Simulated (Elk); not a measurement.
# RbCrBr3: moments or none

Wanted: the moments of RbCrBr3 and the energy gained by spin polarisation.

Program: Elk 11.2.3 (patched build). Level of theory: PBE with U = 4.40 eV, J = 0.90 eV on Cr d; all-electron APW+lo, Dirac cores, scalar-relativistic bands. Results are calculated unless marked as measured.

Most raw output is cut from this account.

## 1. The starting structure

It takes space group P4/mmm (No. 123, tetragonal). Conventional cell: a = 4.565 Å, b = 4.565 Å, c = 5.130 Å, α = 90.00°, β = 90.00°, γ = 90.00°. Rb has 12 Br at 3.23 to 3.43 Å nearest. Nearest to Cr lie 6 Br at 2.28 to 2.57 Å. Nearest to Br lie 2 Cr at 2.57 Å and 4 Rb at 3.23 Å. Br has 2 Cr at 2.28 Å and 4 Rb at 3.43 Å nearest. invented: KCrF3 (P4/mmm) with Br for F, Rb for K. Farther neighbours and most contacts between anions are not listed.

As a file:

```cif
data_structure
_symmetry_space_group_name_H-M 'P 1'
_symmetry_Int_Tables_number 1
_cell_length_a 4.5650
_cell_length_b 4.5650
_cell_length_c 5.1305
_cell_angle_alpha 90.000
_cell_angle_beta 90.000
_cell_angle_gamma 90.000
_cell_volume 106.92
loop_
_atom_site_label
_atom_site_type_symbol
_atom_site_fract_x
_atom_site_fract_y
_atom_site_fract_z
_atom_site_occupancy
Rb1 Rb 0.50000 0.50000 0.50000 1
Cr2 Cr 0.00000 0.00000 0.00000 1
Br3 Br 0.00000 0.00000 0.50000 1
Br4 Br 0.00000 0.50000 0.00000 1
Br5 Br 0.50000 0.00000 0.00000 1
```

The cell is a made-up one and need not be a known phase.

## 2. Order 1, typed as ferro +

The parallel start comes first: it fits the smallest cell, keeps the most symmetry and shows whether parallel moments form. A Hubbard term is added for the open shell, at a value in common use.

The last three numbers of an atom's line are a seed field in its sphere. It points against the wanted moment and shrinks by the factor reducebf each loop.

The input, elk.in:

```
tasks
  0

xctype
  20

rgkmax
  7.0

nempty
  12

swidth
  0.005

reducebf
  0.6

epsengy
  1e-05

maxscl
  100

lmaxi
  2

mixtype
  3

mixsdb
  8

spinpol
  .true.

sppath
  './'

avec
  8.62668290687 0.00000000000 0.00000000000
  0.00000000000 8.62668290687 0.00000000000
  0.00000000000 0.00000000000 9.69516807280

atoms
  3
  'Rb.in'
  1
  0.5000000000 0.5000000000 0.5000000000   0.000000 0.000000 0.000000
  'Cr.in'
  1
  0.0000000000 0.0000000000 0.0000000000   0.000000 0.000000 -0.225000
  'Br.in'
  3
  0.0000000000 0.0000000000 0.5000000000   0.000000 0.000000 0.000000
  0.0000000000 0.5000000000 0.0000000000   0.000000 0.000000 0.000000
  0.5000000000 0.0000000000 0.0000000000   0.000000 0.000000 0.000000

ngridk
  4 4 4

dft+u
  1 1
  2 2 0.161697 0.033074
```

Command:

```console
OMP_NUM_THREADS=4 elk
```

The job ended after 3.1 min (4 threads of Arm Neoverse V2, shared host; peak memory 0.47 GiB).

Spin moment in the muffin-tin sphere by atom:

| atom | spin moment in the muffin-tin sphere (μB) |
| --- | --- |
| Rb1 | 0.00 |
| Cr2 | 3.42 |
| Br3 | 0.01 |
| Br4 | 0.03 |
| Br5 | 0.03 |

This step gave:

| Property | Result |
| --- | --- |
| density of states at the Fermi level | 0.4162 states/eV/cell |
| moment between the spheres | 0.5126 μB |
| magnetization | 4.000 μB |
| final state | ferromagnetic |

After 22 cycles the largest moment stands at 3.42 μB.

## 3. Order 2, typed as no spin polarisation

A run without seeds gives the energy of the state without moments.

elk.in, as its differences from that of step 2:

```diff
@@ -14,5 +14,2 @@
   0.005
-
-reducebf
-  0.6
 
@@ -33,5 +30,2 @@
 
-spinpol
-  .true.
-
 sppath
@@ -51,3 +45,3 @@
   1
-  0.0000000000 0.0000000000 0.0000000000   0.000000 0.000000 -0.225000
+  0.0000000000 0.0000000000 0.0000000000   0.000000 0.000000 0.000000
   'Br.in'
```

Command:

```console
OMP_NUM_THREADS=4 elk
```

It took 61 s on 4 threads; peak memory 0.37 GiB; 3.6 min of CPU time.

Read from the output:

* density of states at the Fermi level: 3.428 states/eV/cell
* final state: non-magnetic (no spin polarisation)

It lies 2577 meV a seeded atom over the first start.

## 4. Energies of the orders

These are free energies at a smearing of 0.136 eV, so its entropy term is in the differences. They are divided by the number of seeded atoms, so that cells of unlike size compare.

Orders:

```csv
start,final state,typed order kept,energy over the lowest (meV a seeded atom),largest sphere moment (μB),net moment (μB a primitive cell),DOS at the Fermi level (states/eV a primitive cell),mesh matched,CPU time (s)
ferro +,ferromagnetic,yes,0,3.418,4,0.4162,yes,618.7
no spin polarisation,non-magnetic,-,2577,0,0,3.428,yes,216.9
```

## 5. Orbital moments

Orbital moments arise only with spin–orbit coupling, and measured moments hold them.

The run goes on from the saved lowest state, with the moments along the z axis of the cell.

elk.in, as its differences from that of step 3:

```diff
@@ -1,3 +1,4 @@
 tasks
-  0
+  1
+  15
 
@@ -15,2 +16,5 @@
 
+reducebf
+  0.6
+
 epsengy
@@ -22,3 +26,3 @@
 lmaxi
-  2
+  3
 
@@ -29,2 +33,11 @@
   8
+
+spinpol
+  .true.
+
+spinorb
+  .true.
+
+cmagz
+  .true.
 
@@ -45,3 +58,3 @@
   1
-  0.0000000000 0.0000000000 0.0000000000   0.000000 0.000000 0.000000
+  0.0000000000 0.0000000000 0.0000000000   0.000000 0.000000 -0.000225
   'Br.in'
```

Command:

```console
OMP_NUM_THREADS=4 elk
```

Run time: 3.5 min. Hardware: 4 threads; peak memory 0.56 GiB.

Spin moment in the muffin-tin sphere by atom:

```
atom  spin moment in the muffin-tin sphere (μB)
 Rb1                                       0.00
 Cr2                                       3.42
 Br3                                       0.01
 Br4                                       0.03
 Br5                                       0.03
```

Numbers from this step:

| Property | Result |
| --- | --- |
| density of states at the Fermi level | 0.4171 states/eV/cell |
| moment between the spheres | 0.5126 μB |
| magnetization | 3.999 μB |
| final state | ferromagnetic |

Orbital moment <L> in the sphere by atom:

```csv
atom,x (μB),y (μB),z (μB),size
Rb1,0.0000,0.0000,-0.0001,0.0001
Cr2,0.0000,0.0000,0.0056,0.0056
Br3,0.0000,0.0000,0.0006,0.0006
Br4,0.0000,0.0000,-0.0015,0.0015
Br5,0.0000,0.0000,-0.0015,0.0015
```

## 6. Summary of results

* lower run: with moments
* largest site moment: 3.42 μB
* run without spin seeds, over the lowest: 2577 meV a seeded atom
* with spin–orbit coupling: largest spin moment and its orbital moment: 3.42 and 0.00557 μB

The crystal holds moments, up to 3.42 μB, and gains 2577 meV a seeded atom by them. Under a U a spinless open shell is left with part-filled orbitals, which the U penalises, so its energy is no clean measure of what the moments gain. The orbital moment is almost quenched. No antiferromagnetic order was tried, so the session says nothing on how the moments order. With a GGA and lmaxo under 10 this build's totals carry angular errors that reach some ten meV an atom in oxides, so smaller differences are in doubt.

[Logs and program files are shortened in this print: banners, set-up blocks, solver, clock and traceback lines can be left out without a mark of their own.]

[Logs are printed without paths, hosts, clocks, repeated set-up lines and the standing remarks that a program may print on its own settings, such as how far it seeks lower states.]

[Hosts, paths, dates, database ids (printed as entryN), source tags and the programs' standing remarks are cut or masked in the printed files.]

[Where a cell is said to come from a database of computed structures, the database is the Materials Project.]
